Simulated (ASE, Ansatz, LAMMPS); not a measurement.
# Localised basis functions on (14,0) carbon nanotube (168 atoms)

Wanted: errors and times of a linear-scaling basis for (14,0) carbon nanotube (168 atoms). A setting counts as converged where the r.m.s. difference of forces stays under 1 % of the r.m.s. force.

Main program and level: Ansatz 0.2.0; Kohn-Sham DFT, LDA, PAW (set soft_2), plane waves.

### Step 1. Set-up

The cell holds 168 atoms: 168 C. Cell: a = 22.963 Å, b = 22.963 Å, c = 12.566 Å, α = 90.0°, β = 90.0°, γ = 90.0°. It derives from C (graphene). Graphene sheet (a = 2.46 Å) rolled into a (14,0) tube of diameter 10.96 Å, 3 periods, 12 Å of vacuum; minimised with a classical potential (one cell length free). Vacuum lies along a and b. The structure repeats along c.

Before any run, some limits are plain. Beside vacuum, support functions can miss their usual error bounds without a warning. Sampling is at Γ alone, for a cell whose periodic width is 13 Å.

### Step 2. The classical run that made the cell

A minimisation with a classical potential prepares the built cell.

This step: classical potential: AIREBO (Stuart, Tutein and Harrison, J. Chem. Phys. 112, 6472 (2000)) (LAMMPS stable Jul 2025 - Update 4).

The input, in.lammps:

```
units metal
atom_style atomic
boundary p p p
atom_modify map array
read_data structure.data
pair_style airebo 3.0 1 1
pair_coeff * * CH.airebo C
thermo_style custom step temp pe press lx ly lz fmax
thermo 200
min_style cg
minimize 0 1e-4 3000 30000
fix box all box/relax z 0.0 vmax 0.001
minimize 0 1e-4 3000 30000
unfix box
minimize 0 1e-4 2000 20000
write_data relaxed.data nocoeff
```

Launch:

```sh
$ lmp -in in.lammps -log log.lammps -screen none -nocite
```

Numbers of over 12 decimals in the logs are rounded to 6 here.

What it wrote:

```text
LAMMPS (22 Jul 2025 - Update 4)
  168 atoms
   Step          Temp          PotEng         Press            Lx             Ly             Lz            Fmax     
         0   0             -1238.726      -22862.583      22.962592      22.962592      12.782535      0.12407701   
         8   0             -1239.4457     -12475.088      22.962592      22.962592      12.782535      1.2691417e-05
Loop time of 0.129466 on 1 procs for 8 steps with 168 atoms
Minimization stats:
  Stopping criterion = force tolerance
  Energy initial, next-to-last, final = 
     -1238.72598789113  -1239.44571566236  -1239.44571621623
  Force two-norm initial, final = 1.7845221 9.5522913e-05
  Force max component initial, final = 0.12407701 1.2691417e-05
  Iterations, force evaluations = 8 16
   Step          Temp          PotEng         Press            Lx             Ly             Lz            Fmax     
[... 3 lines left out ...]
Loop time of 1.31923 on 1 procs for 244 steps with 168 atoms
Minimization stats:
  Stopping criterion = force tolerance
  Energy initial, next-to-last, final = 
     -1239.44571621623  -1240.77573380853  -1240.77573380851
  Force two-norm initial, final = 157.43808 9.8081119e-05
  Force max component initial, final = 157.43808 5.8495136e-05
  Iterations, force evaluations = 244 473
   Step          Temp          PotEng         Press            Lx             Ly             Lz            Fmax     
       252   0             -1240.7757     -0.21294445     22.962592      22.962592      12.56601       6.6974628e-06
       253   0             -1240.7757     -0.19601165     22.962592      22.962592      12.56601       5.5219313e-06
Loop time of 0.0097953 on 1 procs for 1 steps with 168 atoms
Minimization stats:
  Stopping criterion = force tolerance
  Energy initial, next-to-last, final = 
     -1240.77573380851  -1240.77573380851  -1240.77573380861
  Force two-norm initial, final = 7.8728806e-05 6.0276344e-05
  Force max component initial, final = 6.6974628e-06 5.5219313e-06
  Iterations, force evaluations = 1 2
```

It took 2.2 s on 1 thread of Intel Xeon at 2.80GHz (Skylake/Cascade Lake), shared host.

### Step 3. Plane-wave single point

This run is the reference for what follows, at a cutoff of 420 eV.

The input, input.yaml:

```yaml
crystal:
  lattice:
    - [22.96259, 0.0, 0.0]
    - [0.0, 22.96259, 0.0]
    - [0.0, 0.0, 12.56601]
  atoms:
    - { symbol: C, position: [0.73649, 0.5, 0.11964] }
    - { symbol: C, position: [0.73056, 0.55262, 0.06426] }
    - { symbol: C, position: [0.71307, 0.60261, 0.11964] }
    - { symbol: C, position: [0.6849, 0.64745, 0.06426] }
    - { symbol: C, position: [0.73056, 0.55262, 0.28631] }
    - { symbol: C, position: [0.71307, 0.60261, 0.23093] }
    - { symbol: C, position: [0.64745, 0.6849, 0.11964] }
    - { symbol: C, position: [0.60261, 0.71307, 0.06426] }
    - { symbol: C, position: [0.6849, 0.64745, 0.28631] }
    - { symbol: C, position: [0.64745, 0.6849, 0.23093] }
    - { symbol: C, position: [0.55262, 0.73056, 0.11964] }
    - { symbol: C, position: [0.5, 0.73649, 0.06426] }
    - { symbol: C, position: [0.60261, 0.71307, 0.28631] }
    - { symbol: C, position: [0.55262, 0.73056, 0.23093] }
    - { symbol: C, position: [0.44738, 0.73056, 0.11964] }
    - { symbol: C, position: [0.39739, 0.71307, 0.06426] }
    - { symbol: C, position: [0.5, 0.73649, 0.28631] }
    - { symbol: C, position: [0.44738, 0.73056, 0.23093] }
    - { symbol: C, position: [0.35255, 0.6849, 0.11964] }
    - { symbol: C, position: [0.3151, 0.64745, 0.06426] }
    - { symbol: C, position: [0.39739, 0.71307, 0.28631] }
    - { symbol: C, position: [0.35255, 0.6849, 0.23093] }
    - { symbol: C, position: [0.28693, 0.60261, 0.11964] }
    - { symbol: C, position: [0.26944, 0.55262, 0.06426] }
    - { symbol: C, position: [0.3151, 0.64745, 0.28631] }
    - { symbol: C, position: [0.28693, 0.60261, 0.23093] }
    - { symbol: C, position: [0.26351, 0.5, 0.11964] }
    - { symbol: C, position: [0.26944, 0.44738, 0.06426] }
    - { symbol: C, position: [0.26944, 0.55262, 0.28631] }
    - { symbol: C, position: [0.26351, 0.5, 0.23093] }
    - { symbol: C, position: [0.28693, 0.39739, 0.11964] }
    - { symbol: C, position: [0.3151, 0.35255, 0.06426] }
    [... 130 atom lines left out ...]
    - { symbol: C, position: [0.71307, 0.39739, 0.78631] }
    - { symbol: C, position: [0.73056, 0.44738, 0.73093] }
    - { symbol: C, position: [0.6849, 0.35255, 0.95297] }
    - { symbol: C, position: [0.71307, 0.39739, 0.89759] }
    - { symbol: C, position: [0.73056, 0.44738, 0.95297] }
    - { symbol: C, position: [0.73649, 0.5, 0.89759] }
kpoints:
  mp_grid: { grid: [1, 1, 1] }
hamiltonian:
  xc: lda
scf:
  occupations: { method: gaussian, width: 0.025 }
output:
  forces: true
  populations: intrinsic
  dos:
    method: { smearing: { sigma: 0.1 } }
    de: 0.1
    projected: { site_lists: { C: [C] } }
  eigenvalues: true
  write_density: true
  write_potential: true
  volumetric_format: npy
```

Launch:

```sh
$ ansatz run input.yaml --threads 8 --pin off --max-ram 15872MiB --backend cpu --events-out ev --progress --plain --runs-dir out
```

What it wrote:

```text
Warning: the atoms were moved onto the symmetric positions of the space group found under crystal.symmetry.tolerance 1.0e-5 (fractional; no operation is sought that the atoms, as they stand in a round, miss by more than twice it, and no atom is moved by as much as it), and the run uses the moved positions. [...]
Engine: ansatz 0.2.0, aarch64-unknown-linux-gnu
Pseudopotentials: kind: paw
Pseudopotential: C, paw, valence charge 4, recommended cutoff 420 eV (normal), C.paw.azcp
Functional definition: SPW92
  exchange = slater_x
  correlation = pw_c
Crystal: 168 atoms, lattice volume = 6625.813 Å³
Basis set: ecut = 420 eV, 129517 PW (Γ)
Bands: 504, of which v1, the nominal top of the filled ones, is band 336 counted from 1 (335 counted from 0)
Symmetry: 48 space group operations
Space group: P42/mmc (ITA 131), of the structure as read, at distance tolerance 1.9e-4 Å
k-points: 1
Non-local potential: C, projectors of the file, l = 0: 2, l = 1: 2, l = 2: 1
PAW form: soft (Blöchl's): semilocal exchange-correlation on the pseudo side does not see the compensation charge
PAW frozen core: C, regenerated for the run's functional, and the local potential with it (the file was generated under x = pbe(κ = 0.804, μ = 0.219515), c = pbe(β = 0.066725))
PAW one-centre angular grid: C, 110 points (default); XC on 64 Gauss nodes
Initial density: superposition of atomic densities (neutral atoms: chi_scale 0, normalization atom), corrected by the library's trained network
Initial wavefunctions: pseudopotential atomic-orbital guess
Functional: x = slater, c = lda
SCF iter   1: F=—  HF=-40802.534200 eV  |F-HF|=—  |Δ(HF+E_count)|=         —  Δρ=3.19e-3  dr2=6.20e-1  ethr=1.77e-3  ⟨swp⟩=7.0  Hψ=2416  notcnv=0  defer=136
preconditioner: auto → Resta (q_TF=auto, 1.863 Å⁻¹)  ε∞=1.6  [insulator: Δε(μ)=0.733 eV  Ē_g=14.776 eV  σ=0.025 eV  W_gap=1.00  n_scr=718 (ndim 8)  ℏωp=11.8 eV  f_vac=0.741  D(μ)=0.00/eV (n_scr^D=0)  ε∞_Penn≈1.6  vacuum switching on, ρ_ref=1.6e-2 e/Å³]
SCF iter   2: F=—  HF=-40802.480010 eV  |F-HF|=—  |Δ(HF+E_count)|=   5.42e-2  Δρ=1.48e-3  dr2=6.74e-2  ethr=9.23e-5  ⟨swp⟩=2.0  Hψ=896  notcnv=0  defer=164
SCF iter   3: F=—  HF=-40802.507011 eV  |F-HF|=—  |Δ(HF+E_count)|=   2.70e-2  Δρ=6.26e-4  dr2=1.29e-2  ethr=1.00e-5  ⟨swp⟩=2.0  Hψ=652  notcnv=0  defer=164
SCF iter   4: F=—  HF=-40802.529952 eV  |F-HF|=—  |Δ(HF+E_count)|=   2.29e-2  Δρ=2.49e-5  dr2=5.26e-5  ethr=1.92e-6  ⟨swp⟩=2.0  Hψ=511  notcnv=0  defer=164
SCF iter   5: F=—  HF=-40802.531883 eV  |F-HF|=—  |Δ(HF+E_count)|=   1.93e-3  Δρ=8.02e-6  dr2=5.84e-6  ethr=7.82e-9  ⟨swp⟩=3.0  Hψ=738  notcnv=0  defer=164
SCF iter   6: F=—  HF=-40802.531886 eV  |F-HF|=—  |Δ(HF+E_count)|=   3.06e-6  Δρ=1.83e-6  dr2=4.79e-7  ethr=8.69e-10  ⟨swp⟩=2.0  Hψ=598  notcnv=0  defer=164
SCF iter   7: F=—  HF=-40802.531886 eV  |F-HF|=—  |Δ(HF+E_count)|=   6.09e-8  Δρ=1.61e-6  dr2=6.46e-7  ethr=1.49e-11  ⟨swp⟩=40.0  Hψ=6960  notcnv=0
SCF iter   8: F=-40802.531886 eV  HF=-40802.531886 eV  |F-HF|=5.05e-9  |Δ(HF+E_count)|=   1.19e-7  Δρ=2.60e-7  dr2=7.23e-9  ethr=1.49e-11  ⟨swp⟩=7.0  Hψ=2994  notcnv=0
SCF 1 converged in 8 iterations: F = -40802.531886 eV  dr2 = 7.23e-9
  greatest PAW one-centre occupation: 0.676 electrons in one spin orbital (limit 2), on the C atom at site 167 (counted from 0), in its partial waves of l = 0
WARN: The output density's exchange-correlation potential varies sharply where the density is thin. Do not read a vacuum level from v_tot or v_xc, or from such a field of the output density. On a cell that repeats whose density bears no net charge and no dipole along the vacuum's axis use v_es (v_loc + v_h of the components); [...]
SCF converged after 8 iterations
Free energy (F): -40802.531886 eV
Harris-Foulkes:  -40802.531886 eV  (|F-HF|=5.05e-9)
Internal energy: -40802.531886 eV  (E = F + TS)
E sigma→0 (E₀):  -40802.531886 eV
Fermi energy:    -1.891614 eV
--- Per-component energies (eV) ---
  E_band       = -7536.364946
  E_kinetic    = 15512.133681
  E_local      = -284728.816826  (includes V_loc(G=0)·N_el)
  E_nonlocal   = 4836.494747
  E_hartree    = 134075.395156
  E_xc         = -8031.442155
  E_vxc        = -9987.356147  (∫ρ·V_xc dr)
  E_paw        = -15464.725063  (= ΣΔE_a)
  E_vpaw       = -1319.604134  (= ΣTr[D̂ρ^β])
  E_aug_tail   = 0.001829  (compensation charges beyond the density's cutoff)
  E_ewald      = 112987.870884
  E_core_change = 10.555861  (= ΣΔE_core)
  E_smearing   = -0.000000  (= −TS)
  E_closure    = -0.000000  (closes the sum)
  Σ components = -40802.531886   (vs F -40802.531886, Δ=0.00e0)
--- Forces (eV/Å), atoms counted from 1 ---
  atom   1  C      0.10174279     0.00000000    -0.02885517
  atom   2  C      0.09832084     0.02808094     0.03011528
  atom   3  C      0.09365867     0.04099962    -0.03045666
  atom   4  C      0.07667531     0.06679699     0.03046463
  atom   5  C      0.09832084     0.02808094    -0.03011528
  atom   6  C      0.09365867     0.04099962     0.03045666
  atom   7  C      0.06679699     0.07667531    -0.03046463
  atom   8  C      0.04099962     0.09365867     0.03045666
  atom   9  C      0.07667531     0.06679699    -0.03046463
  atom  10  C      0.06679699     0.07667531     0.03046463
  atom  11  C      0.02808094     0.09832084    -0.03011528
  atom  12  C      0.00000000     0.10174279     0.02885517
  atom  13  C      0.04099962     0.09365867    -0.03045666
  atom  14  C      0.02808094     0.09832084     0.03011528
[...]
atom 167  C      0.09832084    -0.02808094    -0.03011528
  atom 168  C      0.10174279    -0.00000000     0.02885517
  max |Σ_I F_I| component: 2.64e-16 eV/Å
--- Band table (eV) ---
  k-point 0: bands = ["-21.7524", "-21.6556", "-21.6556", "-21.3668", [... 488 levels ...], "5.1800", "5.1800", "5.1800", "5.1800", "5.2759", "5.2759", "5.3157", "5.3157", "5.3157", "5.3157", "5.3872", "5.3872"]
--- intrinsic populations: 168 sites ---
  site symbol       q [e]
     0      C      4.0000
     1      C      4.0000
     2      C      4.0000
[...]
167      C      4.0000
  spilling = -0.000000 (of n_electrons = 672.000000)
```

Elapsed: 82 s, on 8 threads of Arm Neoverse V2, shared host; peak memory 7.3 GiB; 10 min of CPU time.

Reading the cycles: dr2 is the Hartree energy of the density residual (eV), the measure of convergence; HF is the Harris–Foulkes estimate of the energy, which meets the free energy F at convergence.

The program notes that positions were snapped to a detected symmetry and the exchange-correlation potential is rough where the density is thin.

Read from the output:

| Quantity | Value |
| --- | --- |
| free energy | -40802.5319 eV |
| free energy per atom | -242.8722 eV/atom |
| SCF cycles | 8 |
| r.m.s. force component | 0.06142 eV/Å |
| longest force | 0.1067 eV/Å |
| Fermi energy | -1.892 eV |
| gap (highest filled to lowest empty level) | 0.7337 eV |

Length of the force by element:

| element | coordination | atoms | mean length of the force (eV/Å) | spread | least | most |
| --- | --- | --- | --- | --- | --- | --- |
| C | all | 168 | 0.106 | 3.0e-4 | 0.106 | 0.107 |

Intrinsic-atomic-orbital charges by element:

| element | coordination | atoms | mean charge (e) | spread | least | most |
| --- | --- | --- | --- | --- | --- | --- |
| C | all | 168 | 0 | 0 | 0 | 0 |

Density of states as counts of states in windows of 1 eV (from the Fermi level), total and the larger projections:

| from (eV) | to (eV) | total | C p | C s |
| --- | --- | --- | --- | --- |
| -18 | -17 | 23.4 | 8.9 | 14.0 |
| -17 | -16 | 28.8 | 12.3 | 16.1 |
| -16 | -15 | 21.5 | 10.1 | 11.1 |
| -15 | -14 | 33.6 | 15.1 | 18.2 |
| -14 | -13 | 27.9 | 18.2 | 9.3 |
| -13 | -12 | 28.3 | 18.1 | 9.9 |
| -12 | -11 | 17.3 | 11.8 | 5.3 |
| -11 | -10 | 31.2 | 24.6 | 6.3 |
| -10 | -9 | 40.0 | 30.8 | 9.0 |
| -9 | -8 | 47.4 | 41.6 | 5.2 |
| -8 | -7 | 63.3 | 59.0 | 3.2 |
| -7 | -6 | 56.0 | 53.8 | 1.7 |
| -6 | -5 | 59.4 | 56.5 | 2.5 |
| -5 | -4 | 54.8 | 53.7 | 0.7 |
| -4 | -3 | 38.4 | 38.1 | 0.1 |
| -3 | -2 | 36.8 | 36.7 | 0.1 |
| -2 | -1 | 9.8 | 9.8 | 0.0 |
| -1 | 0 | 8.0 | 7.9 | 0.0 |
| 0 | 1 | 9.4 | 9.2 | 0.0 |
| 1 | 2 | 28.8 | 27.5 | 0.2 |
| 2 | 3 | 15.6 | 14.3 | 0.0 |
| 3 | 4 | 37.7 | 24.2 | 0.2 |
| 4 | 5 | 67.3 | 30.4 | 1.2 |

Between -20 and -18 eV lie 46 more states.

The levels nearest the highest filled one (over half full), pooled over k-points and spins:

```
level less the highest filled one (eV)  occupation
                                 -1.09           2
                                 -1.09           2
                                -0.287           2
                                -0.286           2
                                     0           2
                                     0           2
                                 0.734           0
                                 0.734           0
                                 0.896           0
                                 0.896           0
                                  1.40           0
                                  1.40           0
```

Valence density in the ca plane at fractional y = 0.264, with atoms of C within 0.2 Å of it. It is the smooth field of the valence electrons, not physical close to the nuclei.

Ten even steps from '0' (0.0 e/Å³) to '9' (1.9 e/Å³), each cell a mean:
```
00000000000000000000000000000000000
00000000000000000000000000000000000
00000000000000000000000000000000000
00000000000000000000000000000000000
00000000000000000000000000000000000
00000000000000000000000000000000000
00000000000000000000000000000000000
00000000000000000000000000000000000
11111000111111110000111111110001111
34553111355444542112455445542113554
12489878983112698888963113798789952
67896323798767985224897668974235997
45797445797546896445996446985446985
12488767874212687667863113787678852
34442101244434531001344444431012454
00110000010000110000110000110000110
00000000000000000000000000000000000
00000000000000000000000000000000000
00000000000000000000000000000000000
00000000000000000000000000000000000
00000000000000000000000000000000000
00000000000000000000000000000000000
00000000000000000000000000000000000
00000000000000000000000000000000000
```
Columns run along c (12.6 Å), rows up along a (23.0 Å). Atoms in or near the plane, at fractional coordinates: C at (0.12, 0.45), C at (0.06, 0.50), C at (0.23, 0.45), C at (0.12, 0.55), C at (0.29, 0.50), C at (0.23, 0.55), C at (0.45, 0.45), C at (0.40, 0.50), C at (0.56, 0.45), C at (0.45, 0.55), C at (0.62, 0.50), C at (0.56, 0.55), C at (0.79, 0.45), C at (0.73, 0.50) and more.

Electrostatic potential energy in the ca plane at fractional y = 0.264, with atoms of C within 0.2 Å of it. With pseudopotentials it is smooth inside the atoms' cores, unlike the true potential.

Values in eV, 13 rows by 16 columns, each cell a mean:
```
  3   3   3   3   3   3   3   3   3   3   3   3   3   3   3   3
  3   3   3   3   3   3   3   3   3   3   3   3   3   3   3   3
  3   3   3   3   3   3   3   3   3   3   3   3   3   3   3   3
  2   2   2   2   2   2   2   2   2   2   2   2   2   2   2   2
 -2  -3   0   0  -3  -1  -3   0   1  -2  -2  -3  -1   1  -1  -3
 -8 -28 -23 -26 -25  -7 -20 -30 -20 -30 -10 -13 -32 -18 -32 -17
-23 -36 -13 -16 -37 -22 -37 -21 -10 -33 -27 -31 -30  -9 -25 -35
 -9 -26 -19 -22 -24  -8 -21 -25 -16 -27 -11 -14 -28 -15 -27 -18
  0  -1   1   1  -1   0  -1   0   1   0   0  -1   0   1   0  -1
  2   2   2   2   2   2   2   2   2   2   2   2   2   2   2   2
  3   3   3   3   3   3   3   3   3   3   3   3   3   3   3   3
  3   3   3   3   3   3   3   3   3   3   3   3   3   3   3   3
  3   3   3   3   3   3   3   3   3   3   3   3   3   3   3   3
```
Columns run along c (12.6 Å; values clipped at the 3rd and 97th percentile), rows up along a (23.0 Å). Atoms in or near the plane, at fractional coordinates: C at (0.12, 0.45), C at (0.06, 0.50), C at (0.23, 0.45), C at (0.12, 0.55), C at (0.29, 0.50), C at (0.23, 0.55), C at (0.45, 0.45), C at (0.40, 0.50), C at (0.56, 0.45), C at (0.45, 0.55), C at (0.62, 0.50), C at (0.56, 0.55), C at (0.79, 0.45), C at (0.73, 0.50) and more.

Intrinsic-atomic-orbital charges run from -0.00 to +0.00 e. The largest share in the top eV of filled states is C p (100 % of the projected weight), and in the lowest eV of empty states C p (99 % of the projected weight).

### Step 4. Local order

Bonds and neighbours are counted at the geometry of the runs.

Normalised to the volume that the atoms fill. Pair distribution function in bins of 0.1 Å:

| r (Å) | total |
| --- | --- |
| 1.25 | 0.00 |
| 1.35 | 5.21 |
| 1.45 | 9.70 |
| 1.55 | 0.00 |
| 1.65 | 0.00 |
| 1.75 | 0.00 |
| 1.85 | 0.00 |
| 1.95 | 0.00 |
| 2.05 | 0.00 |
| 2.15 | 0.00 |
| 2.25 | 0.00 |
| 2.35 | 0.00 |
| 2.45 | 10.00 |
| 2.55 | 0.00 |
| 2.65 | 0.00 |
| 2.75 | 3.84 |
| 2.85 | 0.00 |
| 2.95 | 0.00 |
| 3.05 | 0.00 |
| 3.15 | 0.00 |
| 3.25 | 0.00 |
| 3.35 | 0.00 |
| 3.45 | 0.00 |
| 3.55 | 0.00 |
| 3.65 | 4.37 |
| 3.75 | 0.00 |
| 3.85 | 0.00 |
| 3.95 | 0.00 |
| 4.05 | 0.00 |
| 4.15 | 3.39 |
| 4.25 | 0.00 |
| 4.35 | 0.00 |
| 4.45 | 0.00 |
| 4.55 | 0.00 |
| 4.65 | 0.00 |
| 4.75 | 0.88 |
| 4.85 | 1.69 |
| 4.95 | 0.81 |
| 5.05 | 1.56 |
| 5.15 | 0.00 |
| 5.25 | 0.00 |
| 5.35 | 0.00 |
| 5.45 | 0.66 |
| 5.55 | 0.32 |

Bonds by pair of elements; cutoffs follow the first minimum of g(r), held within bounds set by covalent radii, and pairs that aren't listed don't count as bonded:

```
pair A-B  cutoff (Å)  bonds  mean length (Å)  spread (Å)  shortest (Å)  B about A  A about B
     C-C        1.82    252              1.4       0.001          1.40          3          3
```

How many atoms have how many bonded neighbours:

| element | mean | 3 |
| --- | --- | --- |
| C | 3 | 168 |

Bond angles (no mean is given where the spread exceeds 20°):

```csv
angle,count,mean (°),spread (°)
C-C-C,504,120,0.3
```

The first maximum of g(r) stands at about 1.41 Å. With the cutoffs above, all C atoms have 3 bonded neighbours. The C-C-C angle averages 120° with a spread of 0.3°.

(Continued in part 2 of 2.)

[Logs are printed without paths, hosts, clocks, repeated set-up lines and the standing remarks that a program may print on its own settings, such as how far it seeks lower states.]

[Hosts, paths, dates, database ids (printed as entryN), source tags and the programs' standing remarks are cut or masked in the printed files.]
